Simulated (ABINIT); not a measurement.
Planning a run of ABINIT 10.8.3 on Cs2InAgCl6 (Fm-3m). The input:

```
acell 3*1.0 Angstrom
rprim 
  0.000000000000 5.234500000000 5.234500000000
  5.234500000000 0.000000000000 5.234500000000
  5.234500000000 5.234500000000 0.000000000000
ntypat 4
znucl 55 49 47 17
natom 10
typat 1 1 2 3 4 4 4 4 4 4
xred 
  0.250000000000 0.250000000000 0.250000000000
  0.750000000000 0.750000000000 0.750000000000
  0.000000000000 0.000000000000 0.000000000000
  0.500000000000 0.500000000000 0.500000000000
  0.760210000000 0.239790000000 0.239790000000
  0.239790000000 0.760210000000 0.239790000000
  0.239790000000 0.760210000000 0.760210000000
  0.760210000000 0.239790000000 0.760210000000
  0.239790000000 0.239790000000 0.760210000000
  0.760210000000 0.760210000000 0.239790000000
pp_dirpath "pseudos"
pseudos "Cs.upf, In.upf, Ag.upf, Cl.upf"
ecut 39
ngkpt 2 2 2
nshiftk 1
shiftk 0 0 0
kptopt 1
chksymbreak 0
iscf -2
irdden 1
istwfk *1
nband 183
nbdbuf 16
tolwfr 1e-09
nstep 60
prtvol 0
indata_prefix "in"
outdata_prefix "out"
tmpdata_prefix "tmp"
```

```sh
OMP_NUM_THREADS=1 mpirun -n 8 abinit run.abi > log
```

Q: How long will it take on 8 MPI ranks of Intel Xeon Platinum 8259CL at 2.50GHz (Skylake/Cascade Lake), shared host, and how much memory?

It took 7.5 min; on shared hardware allow 3.7 min to 15 min. Peak host memory was 1.2 GiB.

[Paths, hosts, dates, memory and timing lines, banners, echoed tables and standing remarks are left out of the program output.]

[Logs are printed without paths, hosts, clocks, repeated set-up lines and the standing remarks that a program may print on its own settings, such as how far it seeks lower states.]

[Runs of the session that timed out or met a known fault of the program may be left out.]

[Hosts, paths, dates, database ids (printed as entryN), source tags and the programs' standing remarks are cut or masked in the printed files.]

[G0W0 gaps are taken among the corrected bands and points alone; a level outside them can change the order at an edge.]

[Where Ansatz stands beside ABINIT at settings called matched, ABINIT's density can come from a denser mesh and the files from another edition; pairs whose starting gaps differed by over 0.03 eV were left out, so agreement reads better than it is.]
